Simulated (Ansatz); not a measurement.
# YPO4 (I4_1/amd): the gap up the ladder of methods, part 2 of 2

Wanted: a ladder of band gaps for YPO4 (I4_1/amd), from density functionals to G0W0.

Ansatz 0.2.0; density functionals, hybrids and G0W0, plane waves, PAW. Known limits of the many-body steps: finite bands, screening cutoff and k mesh; no spin-orbit coupling in G0W0.

So far. Step 5 (HSE06 on the 4×4×4 mesh): Over mesh and listed points the gap is 7.829 eV, from k = Γ to k = (0.000, 0.000, 0.350). The least direct gap found is 8.049 eV, at k = (0.000, 0.000, 0.167). On the 4×4×4 mesh alone the same run gives 7.871 eV, so that mesh misses an edge of HSE06: 7.871 − 7.829 = +0.042 eV. HSE06 against LDA: 7.829 − 5.798 = +2.031 eV. The runs also differ in mesh (6×6×6 and 4×4×4), so how much of this comes from the functional alone is not known.

The database entry behind the starting cell differs from later determinations by our own check (impure mineral, about 0.2 % long), so it need not match the best structure at ambient conditions.

In doubt: masses and optical values from hybrid runs of this build are listed as unsure (steps 8, 9), which bears on the screening that GW takes from such a start.

## (7) G0W0@r2SCAN, 4×4×4 mesh, 658 empty bands, screening to 160 eV

G0W0 replaces the xc potential by a self-energy built once from the orbitals of the start. Levels are corrected in the window of bands that the input names, at points of the mesh.

This step: G0W0 on r2SCAN, plane waves, PAW.

Contents of input.yaml:

```yaml
crystal:
  lattice:
    - [-3.44735, 3.44735, 3.0138]
    - [3.44735, -3.44735, 3.0138]
    - [3.44735, 3.44735, -3.0138]
  atoms:
    - { symbol: "Y", position: [0.75, 0.25, 0.5] }
    - { symbol: "Y", position: [0.0, 0.0, 0.0] }
    - { symbol: P, position: [0.5, 0.5, 0.0] }
    - { symbol: P, position: [0.25, 0.75, 0.5] }
    - { symbol: O, position: [0.1661, 0.3408, 0.8253] }
    - { symbol: O, position: [0.0908, 0.7655, 0.6747] }
    - { symbol: O, position: [0.5155, 0.3408, 0.1747] }
    - { symbol: O, position: [0.0908, 0.4161, 0.3253] }
    - { symbol: O, position: [0.5839, 0.9092, 0.6747] }
    - { symbol: O, position: [0.6592, 0.8339, 0.1747] }
    - { symbol: O, position: [0.2345, 0.9092, 0.3253] }
    - { symbol: O, position: [0.6592, 0.4845, 0.8253] }
kpoints:
  mp_grid: { grid: [4, 4, 4] }
hamiltonian:
  xc: r2scan
scf:
  occupations: { method: fixed }
gw:
  n_empty_bands: 658
  ecut_chi: 160.0
  qp_bands: [v4, c4]
  qp_kpoints: band_edges
  screening: { model: contour_deformation }
```

Run with:

```bash
$ ansatz run input.yaml --threads 24 --pin off --max-ram 82944MiB --backend cuda --events-out ev --progress --plain --runs-dir out --devices 1 --max-vram 78GiB
```

Numbers of over 12 decimals in the logs are rounded to 6 here.

The program printed:

```text
GPUs: using 1 of 1 available (devices: 1).
[...]
Crystal: 12 atoms, lattice volume = 143.267 Å³
Basis set: ecut = 500 eV, 3683 PW (Γ), exchange–correlation on 180×180×180 points (64 copies of the dense FFT grid, shifted against one another)
Bands: 52, of which v1, the nominal top of the filled ones, is band 40 counted from 1 (39 counted from 0)
Symmetry: 16 space group operations
[...]
k-points: 13 of 64
[...]
5    42     13.5031    -8.7211    -4.7377   -14.7485  0.8427    14.8060    14.7928  root
     5    43     14.0617    -9.9112    -4.5062   -15.6998  0.8439    15.3556    15.3441  root
[...]
11    41     13.3703    -8.9995    -4.5577   -14.8140  0.8433    14.6391    14.6272  root
    11    42     13.3703    -8.9995    -4.5577   -14.8140  0.8433    14.6391    14.6272  root
    11    43     14.1142    -9.8595    -4.5588   -15.7116  0.8436    15.4195    15.4075  root
    11    44     14.1142    -9.8595    -4.5588   -15.7116  0.8436    15.4195    15.4075  root
[key lines of the parts left out:]
SCF converged after 7 iterations
```

Run time: 16 s. Hardware: 1 × NVIDIA GB200 (shared by 2 runs) with 24 threads of Arm Neoverse V2, shared host; peak memory 3.3 GiB; 52 s of CPU time.

Numbers from this step:

```yaml
bands_summed: 698
rpa_eps_infinity_on_this_mesh_eigenvalues: 2.804, 2.804, 3.129
plane_waves_in_the_screening_matrix: 663
g0w0_gap_over_the_corrected_points: 8.882 eV
k_of_the_valence_top: 0, 0, 0
k_of_the_conduction_bottom: 0, 0, 0.25
starting_gap_on_the_mesh: 6.630 eV
z_at_the_valence_top: 0.7983
z_at_the_conduction_bottom: 0.8471
least_direct_g0w0_gap_over_the_corrected_points: 8.946 eV
```

Over 12 of 13 irreducible mesh points the G0W0 gap is 8.882 eV, from k = Γ to k = (0.000, 0.000, 0.250). The r2SCAN gap of this run on the mesh is 6.630 eV. The two states that bound the G0W0 gap lie that far apart at the start, so the correction of the gap is 8.882 − 6.630 = +2.252 eV.

## (8) G0W0@HSE06, 4×4×4 mesh, 305 empty bands, screening to 96 eV

This step: G0W0 on HSE06, plane waves, PAW.

Changes to input.yaml since step 7:

```diff
@@ -21,3 +21,3 @@
 hamiltonian:
-  xc: r2scan
+  xc: hse06
 scf:
@@ -25,4 +25,4 @@
 gw:
-  n_empty_bands: 658
-  ecut_chi: 160.0
+  n_empty_bands: 305
+  ecut_chi: 96
   qp_bands: [v4, c4]
```

The program printed:

```text
GPUs: using 1 of 1 available (devices: 1).
[...]
Crystal: 12 atoms, lattice volume = 143.267 Å³
Basis set: ecut = 420 eV, 2783 PW (Γ)
Bands: 52, of which v1, the nominal top of the filled ones, is band 40 counted from 1 (39 counted from 0)
Symmetry: 16 space group operations
[...]
k-points: 13 of 64
[...]
5    41     13.7557    -8.9773    -4.0638   -14.1821  0.8594    14.9042    14.8967  root
     5    42     13.9657    -8.3800    -4.3289   -13.8436  0.8601    15.1081    15.1003  root
     5    43     14.4419    -9.5384    -4.1159   -14.8707  0.8610    15.6665    15.6584  root
[...]
11    41     13.8061    -8.5903    -4.1720   -13.8827  0.8608    14.9337    14.9265  root
    11    42     13.8061    -8.5903    -4.1720   -13.8827  0.8608    14.9337    14.9265  root
    11    43     14.5106    -9.5020    -4.1662   -14.8858  0.8606    15.7365    15.7282  root
    11    44     14.5106    -9.5020    -4.1662   -14.8858  0.8606    15.7365    15.7282  root
```

Run time: 19 s. Hardware: 1 × NVIDIA GB200 (shared by 2 runs) with 24 threads; peak memory 2.1 GiB; 64 s of CPU time.

Numbers from this step:

```
bands summed                                    : 345
RPA ε∞ on this mesh (eigenvalues)               : 2.614, 2.614, 2.900
plane waves in the screening matrix             : 313
G0W0 gap over the corrected points              : 9.228 eV
k of the valence top                            : 0, 0, 0
k of the conduction bottom                      : 0, 0, 0.25
starting gap on the mesh                        : 7.871 eV
Z at the valence top                            : 0.8201
Z at the conduction bottom                      : 0.8639
least direct G0W0 gap over the corrected points : 9.232 eV
```

Over 12 of 13 irreducible mesh points the G0W0 gap is 9.228 eV, from k = Γ to k = (0.000, 0.000, 0.250). The HSE06 gap of this run on the mesh is 7.871 eV. The two states that bound the G0W0 gap lie that far apart at the start, so the correction of the gap is 9.228 − 7.871 = +1.357 eV. G0W0@HSE06 against G0W0@r2SCAN with 345 bands (a further run, in the table below): 9.228 − 8.773 = +0.455 eV. The runs also differ in plane-wave cutoff (500 eV and 420 eV), so how much of this comes from the start alone is not known.

## (9) G0W0@PBE0, 4×4×4 mesh, 305 empty bands, screening to 96 eV

This step: G0W0 on PBE0, plane waves, PAW.

Changes to input.yaml since step 8:

```diff
@@ -21,3 +21,3 @@
 hamiltonian:
-  xc: hse06
+  xc: pbe0
 scf:
```

The program printed:

```text
GPUs: using 1 of 1 available (devices: 1).
[...]
Crystal: 12 atoms, lattice volume = 143.267 Å³
Basis set: ecut = 420 eV, 2783 PW (Γ)
Bands: 52, of which v1, the nominal top of the filled ones, is band 40 counted from 1 (39 counted from 0)
Symmetry: 16 space group operations
[...]
k-points: 13 of 64
[...]
5    41     14.1344    -8.9543    -3.9486   -13.7702  0.8666    15.0055    15.0017  root
     5    42     14.3450    -8.3634    -4.2055   -13.4350  0.8673    15.2150    15.2111  root
     5    43     14.8198    -9.5094    -4.0027   -14.4537  0.8679    15.7656    15.7614  root
[...]
11    41     14.1834    -8.5679    -4.0546   -13.4718  0.8680    15.0363    15.0327  root
    11    42     14.1834    -8.5679    -4.0546   -13.4718  0.8680    15.0363    15.0327  root
    11    43     14.8887    -9.4787    -4.0502   -14.4737  0.8675    15.8379    15.8335  root
    11    44     14.8887    -9.4787    -4.0502   -14.4737  0.8675    15.8379    15.8335  root
```

Wall time 26 s (1 × NVIDIA GB200 (shared by 2 runs) with 24 threads); peak memory 1.9 GiB.

Numbers from this step:

```
bands summed                                    : 345
RPA ε∞ on this mesh (eigenvalues)               : 2.532, 2.532, 2.797
plane waves in the screening matrix             : 313
G0W0 gap over the corrected points              : 9.444 eV
k of the valence top                            : 0, 0, 0
k of the conduction bottom                      : 0, 0, 0
starting gap on the mesh                        : 8.649 eV
Z at the valence top                            : 0.8283
Z at the conduction bottom                      : 0.8760
least direct G0W0 gap over the corrected points : 9.444 eV
```

Over 12 of 13 irreducible mesh points the G0W0 gap is 9.444 eV, direct, at k = Γ. The PBE0 gap of this run on the mesh is 8.649 eV. Other states bound it: the two that bound the G0W0 gap lie 8.809 eV apart in PBE0, so state for state the correction is 9.444 − 8.809 = +0.635 eV, while gap against gap it is 9.444 − 8.649 = +0.795 eV. G0W0@PBE0 against G0W0@HSE06 with 345 bands: 9.444 − 9.228 = +0.216 eV. Mesh, set of files and cutoffs are the same, but the conduction bottom lies at another k point, so this need not be the shift of one pair of states.

## (10) The ladder

Each gap is the least one over the points named; times are wall times on shared hosts, not benchmarks. A G0W0 time includes the run's own self-consistent start. Runs with listed points see these and the mesh alone, so an edge that moves elsewhere is missed. Rows marked * are further runs, not shown as steps, whose inputs differ from the G0W0 step on the same start in the columns given; solver thresholds can differ too.

| level | mesh | files, cutoff | bands summed, screening | points | gap (eV) | valence top | conduction bottom | least direct gap (eV) | time |
| --- | --- | --- | --- | --- | --- | --- | --- | --- | --- |
| LDA | 6×6×6 | soft_2 PAW, 420 eV | - | mesh and listed points | 5.798 | Γ | (0.000, 0.000, 0.350) | 6.014 | 1.8 s |
| r2SCAN | 6×6×6 | soft_2 PAW, 500 eV | - | mesh and path | 6.593 | Γ | (0.000, 0.000, 0.350) | 6.794 | 2 s |
| r2SCAN+SOC | 6×6×6 | soft_2 PAW, 500 eV | - | mesh and listed points | 6.593 | Γ | (0.000, 0.000, 0.350) | 6.794 | 2.5 s |
| HSE06 | 4×4×4 | soft_2 PAW, 420 eV | - | mesh and listed points | 7.829 | Γ | (0.000, 0.000, 0.350) | 8.049 | 7.5 s |
| PBE0 | 4×4×4 | soft_2 PAW, 420 eV | - | mesh and listed points | 8.606 | Γ | (0.000, 0.000, 0.350) | 8.809 | 8.5 s |
| G0W0@r2SCAN* | 4×4×4 | soft_2 PAW, 500 eV | 148, 48 eV | all 13 irreducible mesh points | 8.855 | Γ | Γ | 8.855 | 4.2 s |
| G0W0@r2SCAN* | 4×4×4 | soft_2 PAW, 500 eV | 345, 96 eV | 12 of 13 irreducible mesh points | 8.773 | Γ | (0.000, 0.000, 0.250) | 8.792 | 7.7 s |
| G0W0@r2SCAN | 4×4×4 | soft_2 PAW, 500 eV | 698, 160 eV | 12 of 13 irreducible mesh points | 8.882 | Γ | (0.000, 0.000, 0.250) | 8.946 | 16 s |
| G0W0@r2SCAN* | 2×2×2 | soft_2 PAW, 500 eV | 345, 96 eV | all 4 irreducible mesh points | 8.801 | Γ | Γ | 8.801 | 2.2 s |
| G0W0@HSE06 | 4×4×4 | soft_2 PAW, 420 eV | 345, 96 eV | 12 of 13 irreducible mesh points | 9.228 | Γ | (0.000, 0.000, 0.250) | 9.232 | 19 s |
| G0W0@PBE0 | 4×4×4 | soft_2 PAW, 420 eV | 345, 96 eV | 12 of 13 irreducible mesh points | 9.444 | Γ | Γ | 9.444 | 26 s |

## (11) Results

* LDA, over mesh and listed points: 5.798 eV
* r2SCAN, over mesh and path: 6.593 eV
* r2SCAN+SOC, over mesh and listed points: 6.593 eV
* HSE06, over mesh and listed points: 7.829 eV
* PBE0, over mesh and listed points: 8.606 eV
* G0W0@r2SCAN (698 bands, 4×4×4), over 12 of 13 irreducible mesh points: 8.882 eV
* G0W0@HSE06, over 12 of 13 irreducible mesh points: 9.228 eV
* G0W0@PBE0, over 12 of 13 irreducible mesh points: 9.444 eV
* known limits: finite bands, screening cutoff and k mesh; no spin-orbit coupling in G0W0

**Reading.** The rows run from 5.798 eV (LDA) to 9.444 eV (G0W0@PBE0). They differ in mesh, plane-wave cutoff, bands and screening cutoff of G0W0 and the points over which the gap was sought as well as in level, so only pairs that share these are like for like. r2SCAN+SOC against r2SCAN: 6.593 − 6.593 = +0.000 eV, with the same mesh, set of files (read in its fully relativistic form for the spin-orbit run) and cutoff, and both edges at the same k points. The spin-orbit run sees mesh and listed points alone, so its gap is an upper bound: the coupling can move an edge off these points, and the change over the zone, its sign included where it is small, is not known. PBE0 against HSE06: 8.606 − 7.829 = +0.777 eV, with the same mesh, files and cutoff, and both edges at the same k points. G0W0@r2SCAN (698 bands, 4×4×4) moves the gap of its own start on the mesh by 8.882 − 6.630 = +2.252 eV, between the same two levels. Over mesh and path, r2SCAN puts the conduction bottom at k = (0.000, 0.000, 0.350), where no G0W0 correction was computed. The G0W0 gap over the whole zone is therefore not known from this run; at its settings it can only be equal to or under the 8.882 eV found, and no correction is carried over from another point. For the start itself the gap is 6.593 eV over mesh and path and 6.630 eV on the mesh of the G0W0 run, in runs that differ in mesh (6×6×6 and 4×4×4). G0W0@HSE06 moves the gap of its own start on the mesh by 9.228 − 7.871 = +1.357 eV, between the same two levels. Over mesh and listed points, HSE06 puts the conduction bottom at k = (0.000, 0.000, 0.350), where no G0W0 correction was computed. The G0W0 gap over the whole zone is therefore not known from this run; at its settings it can only be equal to or under the 9.228 eV found, and no correction is carried over from another point. For the start itself the gap is 7.829 eV over mesh and listed points and 7.871 eV on the mesh of the G0W0 run. G0W0@PBE0 moves the gap of its own start on the mesh by 9.444 − 8.649 = +0.795 eV, with other states at the edges (they lie 8.809 eV apart at the start). Over mesh and listed points, PBE0 puts the conduction bottom at k = (0.000, 0.000, 0.350), where no G0W0 correction was computed. The G0W0 gap over the whole zone is therefore not known from this run; at its settings it can only be equal to or under the 9.444 eV found, and no correction is carried over from another point. For the start itself the gap is 8.606 eV over mesh and listed points and 8.649 eV on the mesh of the G0W0 run. What spin-orbit coupling does to the G0W0 levels was not computed, so no sum with the G0W0 gap is formed. For G0W0@r2SCAN: from 148 bands and 48 eV to 698 bands and 160 eV the gap moves by 8.882 − 8.855 = +0.027 eV (rung by rung 8.855, 8.773, 8.882 eV); bands and screening cutoff rise together, so their parts are not told apart. The states that bound the gap change along the series, so no limit is drawn and it is not known. The other G0W0 rows are shown at one basis each (345 bands), so their distance from the limit is not known here. With the 2×2×2 mesh in place of the 4×4×4 mesh and all else as in the G0W0@r2SCAN row with 345 bands, the gap differs by 8.801 − 8.773 = +0.028 eV, and that of the start by 6.697 − 6.630 = +0.067 eV; an edge lies at another k point, so this need not be the shift of one pair of states. The G0W0 runs are scalar-relativistic. G0W0@r2SCAN runs of this series with other atomic data on the same mesh, not shown as steps, give 8.761 eV (hard PAW, 1050 eV, 345 bands, screening to 96 eV; the table's row with the same empty bands and screening cutoff has 8.773 eV); where bands and cutoffs differ too, the part of the files is not isolated.

[Paths, hosts, dates, memory and timing lines, banners, echoed tables and standing remarks are left out of the program output.]

[Logs are printed without paths, hosts, clocks, repeated set-up lines and the standing remarks that a program may print on its own settings, such as how far it seeks lower states.]

[Runs of the session that timed out or met a known fault of the program may be left out.]

[Cells called generated may have been cut or substituted from an entry of the Crystallography Open Database or the Materials Project.]

[Hosts, paths, dates, database ids (printed as entryN), source tags and the programs' standing remarks are cut or masked in the printed files.]

[Where an RPA ε∞ is given, it is that of the G0W0 mesh and is not shown converged in it. Names of k-points follow the symmetry that the program found, which can be lower than the space group named. Band edges on a path are those of the sampled points; other points can move an edge, and change direct to indirect where valleys lie close.]

[Hybrid gaps are those of their k-mesh and are not shown converged in it.]
